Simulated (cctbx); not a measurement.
## CoRhPb with cctbx, script by script

Library: cctbx 2025.11.

## 1. Energy scan

run.py:

```python
from cctbx import adptbx, crystal, miller, xray
from cctbx.array_family import flex
from cctbx.eltbx import sasaki

cs = crystal.symmetry(unit_cell=(3.996, 3.996, 6.836, 90, 90, 90), space_group_symbol='Hall: P 4ab 2ab -1ab')  # P4/nmm
atoms = [  # label, site, U (iso, or U11 U22 U33 U12 U13 U23 in A^2), occupancy
    ("Pb1", (0, 0.5, 0.7501), 0.0167, 1),
    ("Rh1", (0, 0, 0), 0.0167, 1),
    ("Co1", (0, 0.5, 0.3529), 0.0211, 1),
]
xs = xray.structure(crystal_symmetry=cs)
for label, site, u, occ in atoms:
    u = adptbx.u_cif_as_u_star(cs.unit_cell(), u) if isinstance(u, tuple) else u
    xs.add_scatterer(xray.scatterer(label, site=site, u=u, occupancy=occ))
hkl = [(0, 0, 3), (0, 0, 1), (1, 1, 1), (1, 1, 2)]
ms = miller.set(cs, flex.miller_index(hkl + [tuple(-v for v in h) for h in hkl]), anomalous_flag=True)
print("E (eV)    f'(Pb)   f''   " + "".join("%16s" % ("|F|" + " ".join(map(str, h))) for h in hkl))
for e in [12435, 12785, 12915, 12975, 13005, 13020, 13027, 13031, 13039, 13043, 13050, 13065, 13095, 13185, 13435]:
    xs.set_inelastic_form_factors(12398.42 / e, "sasaki")
    t = sasaki.table("Pb").at_ev(e)
    f = flex.abs(ms.structure_factors_from_scatterers(xs, algorithm="direct").f_calc().data())
    n = len(hkl)
    print("%7.0f %7.2f %6.2f  " % (e, t.fp(), t.fdp()) + "".join("%9.1f/%6.1f" % (f[k], f[k + n]) for k in range(n)))
```

```console
$ python run.py
```

```text
E (eV)    f'(Pb)   f''           |F|0 0 3        |F|0 0 1        |F|1 1 1        |F|1 1 2
  12435   -9.11   4.25       99.9/  99.9     53.8/  53.8     93.0/  93.0    181.7/ 181.7
  12785  -10.79   4.06       99.8/  99.8     53.7/  53.7     92.9/  92.9    178.5/ 178.5
  12915  -12.18   4.00       99.8/  99.8     53.6/  53.6     92.9/  92.9    175.9/ 175.9
  12975  -13.51   3.97       99.8/  99.8     53.6/  53.6     92.9/  92.9    173.4/ 173.4
  13005  -14.82   3.95       99.8/  99.8     53.6/  53.6     92.9/  92.9    170.9/ 170.9
  13020  -16.11   3.95       99.8/  99.8     53.6/  53.6     92.9/  92.9    168.5/ 168.5
  13027  -17.24   3.94       99.8/  99.8     53.6/  53.6     92.9/  92.9    166.4/ 166.4
  13031  -18.40   3.94       99.8/  99.8     53.6/  53.6     92.9/  92.9    164.2/ 164.2
  13039  -19.46  10.13       99.8/  99.8     53.6/  53.6     92.9/  92.9    163.5/ 163.5
  13043  -17.74  10.12       99.8/  99.8     53.6/  53.6     92.9/  92.9    166.6/ 166.6
  13050  -16.37  10.11       99.8/  99.8     53.6/  53.6     92.9/  92.9    169.2/ 169.2
  13065  -14.92  10.09       99.8/  99.8     53.6/  53.6     92.9/  92.9    171.9/ 171.9
  13095  -13.50  10.05       99.8/  99.8     53.6/  53.6     92.9/  92.9    174.5/ 174.5
  13185  -11.65   9.94       99.7/  99.7     53.6/  53.6     92.8/  92.8    177.8/ 177.8
  13435   -9.74   9.63       99.7/  99.7     53.5/  53.5     92.8/  92.8    181.2/ 181.2
```

Run time: 0.22 s on 1 thread of Arm Neoverse V2, with other jobs on the host, peak memory 0.07 GiB.

[Logs are printed without paths, hosts, clocks, repeated set-up lines and the standing remarks that a program may print on its own settings, such as how far it seeks lower states.]
